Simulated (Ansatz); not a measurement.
# Quasi-harmonic thermodynamics of Be2Al (hypothetical, Fm-3m)

How much does Be2Al (hypothetical) expand with temperature? The compound is hypothetical: it was made by swapping elements on a known structure type.

Program: Ansatz 0.2.0. Level of theory: DFT PBEsol, scalar-relativistic, plane waves, PAW. Results are calculated unless marked as measured.

**1. Set-up**

The structure is cubic, space group Fm-3m (No. 225). Conventional cell: a = 5.202 Å, b = 5.202 Å, c = 5.202 Å, α = 90.00°, β = 90.00°, γ = 90.00°. Nearest to Be lie 4 Al at 2.25 Å. Nearest to Al lie 8 Be at 2.25 Å. Farther neighbours are not listed.

As a file:

```cif
data_structure
_symmetry_space_group_name_H-M 'P 1'
_symmetry_Int_Tables_number 1
_cell_length_a 3.6786
_cell_length_b 3.6786
_cell_length_c 3.6786
_cell_angle_alpha 60.000
_cell_angle_beta 60.000
_cell_angle_gamma 60.000
_cell_volume 35.20
loop_
_atom_site_label
_atom_site_type_symbol
_atom_site_fract_x
_atom_site_fract_y
_atom_site_fract_z
_atom_site_occupancy
Be1 Be 0.25000 0.25000 0.25000 1
Be2 Be 0.75000 0.75000 0.75000 1
Al3 Al 0.00000 0.00000 0.00000 1
```

**2. Probe on a coarse mesh**

A cheap single point shows whether the cell is a metal or an insulator and how far it is from rest; that sets the k-mesh and the occupations of what follows.

Input file input.yaml:

```yaml
crystal:
  lattice:
    - [0.0, 2.60119, 2.60119]
    - [2.60119, 0.0, 2.60119]
    - [2.60119, 2.60119, 0.0]
  atoms:
    - { symbol: Be, position: [0.25, 0.25, 0.25] }
    - { symbol: Be, position: [0.75, 0.75, 0.75] }
    - { symbol: Al, position: [0.0, 0.0, 0.0] }
kpoints:
  mp_grid: { grid: [6, 6, 6] }
hamiltonian:
  xc: pbesol
scf:
  occupations: { method: gaussian, width: 0.1 }
output:
  forces: true
  stress: true
  eigenvalues: true
```

On the command line:

```console
> ansatz run input.yaml --threads 4 --pin off --max-ram 8192MiB --backend cpu --events-out ev --progress --plain --runs-dir out
```

The runs that follow: A loose first relaxation; relaxation; A run with changed settings; relaxing to small residual forces and stress; an input with a fault; the quasi-harmonic study, q-mesh 2×2×2; phonons on strained cells, q-mesh 4×4×4; phonons of the refused cell.

Before running: what should come out for the lowest frequency at the solved wavevectors?

With imaginary harmonic modes at the relaxed cell the quasi-harmonic free energy is undefined, so no expansion is obtained for this phase at this level. The softest solved mode is 198i cm⁻¹ at q = (0.25, -0.5, -0.25), and 7 of 8 solved wavevectors carry a mode beyond 8i cm⁻¹. In a metal soft modes also hang on the k-mesh and the smearing, which were not converged here.

| Property | Result |
| --- | --- |
| lowest frequency at the solved wavevectors | -198 cm⁻¹ |

The program warned that a few bands missed the eigensolver's threshold in at least one of the runs. The PAW files were made for PBE and are used here under another functional, for which the program regenerates the frozen cores.

[Logs are printed without paths, hosts, clocks, repeated set-up lines and the standing remarks that a program may print on its own settings, such as how far it seeks lower states.]

[Hosts, paths, dates, database ids (printed as entryN), source tags and the programs' standing remarks are cut or masked in the printed files.]

[A step with changed settings may run another functional than the one named; its input shows which.]

[Pressures of single members of a volume series are the stress at the run's cutoff; with an incomplete basis they can lie off −dE/dV of the same runs, and they are not shown converged.]
